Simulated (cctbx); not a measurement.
# Accept or mend?

Cell a = 7.6920 Å, b = 7.6920 Å, c = 3.9590 Å, α = 90.00°, β = 90.00°, γ = 90.00°; space group P4_2/mnm (no. 136).

Simulated single-crystal data (cctbx): Mo Kα, λ = 0.71073 Å, to d = 0.75 Å, 95 % of the full sphere, strongest reflection 70000 counts, noise from counting, a 1.5 % proportional error and a noise floor of 15 counts (s.d.); no absorption, and some extinction, which the refinements don't model.

An anisotropic refinement with weights 1/σ² prints:

```text
Rint 0.019, 185 unique reflections to 0.75 A
cycle     R1     wR2    GooF  max shift (A)
   1  0.0229  0.0540   5.629   0.00036
   2  0.0095  0.0216   2.245   0.00000
final R1 0.0095 wR2 0.0216 GooF 2.245  parameters 13  data/parameter 14.2
atom        x        y        z      Ueq    occ   su(xyz)  su(Uiso or U11)
Ta1    0.00000  0.00000  0.50000   0.0110  1.000  0.00000  0.0001
As1    0.78410  0.21590  0.00000   0.0136  1.000  0.00005  0.0002
Zn1    0.65341  0.90614  0.00000   0.0133  1.000  0.00006  0.0002
difference map: max 0.72 min -0.84 rms 0.16
Q1    0.2505  0.2505  0.4176    8    0.72  0.49 A from As1
Q2    0.0906  0.3070  0.0000    8    0.63  0.31 A from Zn1
Q3    0.0462  0.0462  0.2648    8    0.51  1.06 A from Ta1
Q4    0.1691  0.7543  0.0000    8    0.50  0.43 A from As1
Q5    0.0847  0.3903  0.0784   16    0.48  0.46 A from Zn1
Q6    0.1577  0.8423  0.0000    4    0.46  0.63 A from As1
```

**Question.** Can this result stand? If not, what is the likely fault?

Mend it. The fault: wrong element: Ta1 is Yb. Against the right model at the same level, R1 goes from 0.0059 to 0.0095 and GooF from 1.07 to 2.25. Ta1 has 3 electrons too many and its U swells to shed them, as expected.

The compound is YbZn4As2. The right model at the same level gives:

```text
Rint 0.019, 185 unique reflections to 0.75 A
cycle     R1     wR2    GooF  max shift (A)
   1  0.0089  0.0177   1.846   0.00017
   2  0.0059  0.0103   1.074   0.00000
final R1 0.0059 wR2 0.0103 GooF 1.074  parameters 13  data/parameter 14.2
atom        x        y        z      Ueq    occ   su(xyz)  su(Uiso or U11)
Yb1    0.00000  0.00000  0.50000   0.0097  1.000  0.00000  0.0001
As1    0.78410  0.21590  0.00000   0.0147  1.000  0.00003  0.0001
Zn1    0.65338  0.90615  0.00000   0.0145  1.000  0.00003  0.0001
difference map: max 0.41 min -0.46 rms 0.12
Q1    0.0501  0.0501  0.2428    8    0.43  1.15 A from Yb1
Q2    0.1939  0.8061  0.3156    8    0.41  1.27 A from As1
Q3    0.0336  0.8626  0.2309   16    0.41  1.52 A from Yb1
Q4    0.2359  0.2359  0.3542    8    0.35  0.78 A from As1
Q5    0.0791  0.8081  0.5000    8    0.33  1.60 A from Yb1
Q6    0.1308  0.7683  0.1683   16    0.32  0.94 A from As1
```

Isotropic U is held between 0.0001 and 1 Å² by the program, and listed peak heights are interpolated, so they can pass the grid's maximum.

This is a model crystal, built by substitution and not relaxed, with assumed displacement parameters.

[Middle refinement cycles are left out of these outputs.]

[Logs are printed without paths, hosts, clocks, repeated set-up lines and the standing remarks that a program may print on its own settings, such as how far it seeks lower states.]
